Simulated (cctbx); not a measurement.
## X-rays or neutrons for the lightest atoms?

Cell a = 5.8360 Å, b = 5.8360 Å, c = 8.2510 Å, α = 90.00°, β = 90.00°, γ = 90.00°; space group P4mm (no. 99); content Tl2 La2 Ba2 Fe2 O11. The heavier atoms are placed; O is still missing.

The data are simulated with cctbx, not measured: Mo Kα, λ = 0.71073 Å, to d = 0.75 Å, 50 % of the full sphere, strongest reflection 20000 counts, noise from counting, a 1.5 % proportional error and a noise floor of 2 counts (s.d.); no absorption.

Refinement without O (map in e/Å³):

```text
Rint 0.018, 451 unique reflections to 0.75 A
cycle     R1     wR2    GooF  max shift (A)
   1  0.1525  0.3054  11.401   0.02393
   4  0.0707  0.1373   5.126   0.00007
final R1 0.0707 wR2 0.1373 GooF 5.126  parameters 12  data/parameter 37.6
atom        x        y        z      Ueq    occ   su(xyz)  su(Uiso or U11)
Tl1    0.50000  0.50000  0.50270   0.0062  1.000  0.00036  0.0009
Tl2    0.00000  0.00000  0.01307   0.0031  1.000  0.00029  0.0008
La1    0.00000  0.50000  0.24636   0.0059  1.000  0.00098  0.0007
Ba1    0.50000  0.00000  0.75032   0.0053  1.000  0.00095  0.0007
Fe1    0.50000  0.50000 -0.00203   0.0079  1.000  0.00168  0.0033
Fe2    0.00000  0.00000  0.48004   0.0070  1.000  0.00150  0.0030
difference map: max 17.42 min -3.48 rms 1.25
Q1    0.0000  0.0000  0.2422    1   17.45  1.89 A from Tl2
Q2    0.5000  0.5000  0.2407    1   17.06  2.00 A from Fe1
Q3    0.2431  0.2431  0.4857    4   13.93  2.01 A from Fe2
Q4    0.2566  0.2566  0.0070    4   13.46  2.01 A from Fe1
Q5    0.5000  0.5000  0.7331    1   10.30  1.90 A from Tl1
Q6    0.0000  0.0000  0.7474    1    7.22  2.19 A from Tl2
Q7    0.2537  0.2537  0.7669    4    6.70  2.07 A from Ba1
Q8    0.2529  0.2529  0.2546    4    6.07  2.06 A from La1
```

The data are simulated with cctbx, not measured: neutrons of λ = 0.95 Å, to d = 0.7 Å, 50 % of the full sphere, strongest reflection 5000 counts, noise from counting, a 1.5 % proportional error and a noise floor of 2 counts (s.d.); no absorption.

Refinement without O (map in fm/Å³; only maxima are listed):

```text
Rint 0.035, 546 unique reflections to 0.70 A
cycle     R1     wR2    GooF  max shift (A)
   1  0.5633  0.7861  16.494   0.08977
   8  0.4157  0.6890  14.455   0.00036
final R1 0.4157 wR2 0.6889 GooF 14.455  parameters 12  data/parameter 45.5
atom        x        y        z      Ueq    occ   su(xyz)  su(Uiso or U11)
Tl1    0.50000  0.50000  0.50473   0.0001  1.000  0.00726  0.0138
Tl2    0.00000  0.00000  0.01642   0.0001  1.000  0.00667  0.0117
La1    0.00000  0.50000  0.23685   0.0240  1.000  0.00533  0.0067
Ba1    0.50000  0.00000  0.75610   0.0300  1.000  0.01466  0.0128
Fe1    0.50000  0.50000  0.00348   0.0001  1.000  0.00769  0.0124
Fe2    0.00000  0.00000  0.48539   0.0020  1.000  0.00464  0.0145
difference map: max 49.16 min -16.22 rms 2.96
Q1    0.5000  0.5000  0.0065    1   49.93  0.02 A from Fe1
Q2    0.5000  0.5000  0.5097    1   44.34  0.04 A from Tl1
Q3    0.0000  0.5000  0.0094    2   35.62  1.88 A from La1
Q4    0.2433  0.2433  0.2509    4   34.36  2.07 A from La1
Q5    0.0000  0.0000  0.4773    1   32.53  0.07 A from Fe2
Q6    0.0000  0.5000  0.4947    2   31.58  2.13 A from La1
Q7    0.0000  0.0000  0.2399    1   30.28  1.84 A from Tl2
Q8    0.2453  0.2453  0.7541    4   27.48  2.06 A from Ba1
```

**Question.** Where is O, and which data fix it better?

O sits at (1/2, 1/2, 0.7563), (0, 0, 0.2452), (1/2, 1/2, 0.2427), (0.2381, 0.2381, 0.4998) and (0.7520, 0.7520, 0.0141). Adding it takes R1 from 0.071 to 0.013 with X-rays and from 0.416 to 0.024 with neutrons. Its largest coordinate s.u. is 0.00167 with X-rays and 0.00077 with neutrons, so neutrons fix it better in these data. In the X-ray map Q1, Q2, Q3, Q4 and Q5 mark it. In the neutron map Q7 marks it.

Final neutron refinement:

```text
Rint 0.035, 546 unique reflections to 0.70 A
cycle     R1     wR2    GooF  max shift (A)
   1  0.1605  0.3069   6.512   0.04621
   5  0.0238  0.0450   0.954   0.00033
final R1 0.0238 wR2 0.0450 GooF 0.954  parameters 24  data/parameter 22.8
atom        x        y        z      Ueq    occ   su(xyz)  su(Uiso or U11)
Tl1    0.50000  0.50000  0.50346   0.0033  1.000  0.00015  0.0002
Tl2    0.00000  0.00000  0.01368   0.0045  1.000  0.00021  0.0002
La1    0.00000  0.50000  0.24955   0.0048  1.000  0.00032  0.0001
Ba1    0.50000  0.00000  0.75302   0.0048  1.000  0.00039  0.0002
Fe1    0.50000  0.50000  0.00158   0.0090  1.000  0.00023  0.0003
Fe2    0.00000  0.00000  0.47876   0.0054  1.000  0.00021  0.0002
O1     0.50000  0.50000  0.75731   0.0093  1.000  0.00054  0.0003
O2     0.00000  0.00000  0.24630   0.0077  1.000  0.00077  0.0003
O3     0.50000  0.50000  0.24388   0.0096  1.000  0.00071  0.0003
O4     0.23801  0.23801  0.50226   0.0099  1.000  0.00022  0.0002
O5     0.75210  0.75210  0.01724   0.0126  1.000  0.00023  0.0003
difference map: max 0.64 min -0.45 rms 0.09
Q1    0.5000  0.5000  0.6897    1    0.64  0.56 A from O1
Q2    0.0000  0.0000  0.4296    1    0.55  0.41 A from Fe2
Q3    0.2005  0.2005  0.5477    4    0.47  0.49 A from O4
Q4    0.0000  0.0000  0.8068    1    0.42  1.71 A from Tl2
Q5    0.5000  0.5000  0.3378    1    0.39  0.77 A from O3
Q6    0.0000  0.0000  0.5339    1    0.38  0.45 A from Fe2
```

The model is made up (kin elements in a known structure type, no relaxation), so it says nothing on whether the phase exists.

[Middle refinement cycles are left out of these outputs.]

[Logs are printed without paths, hosts, clocks, repeated set-up lines and the standing remarks that a program may print on its own settings, such as how far it seeks lower states.]
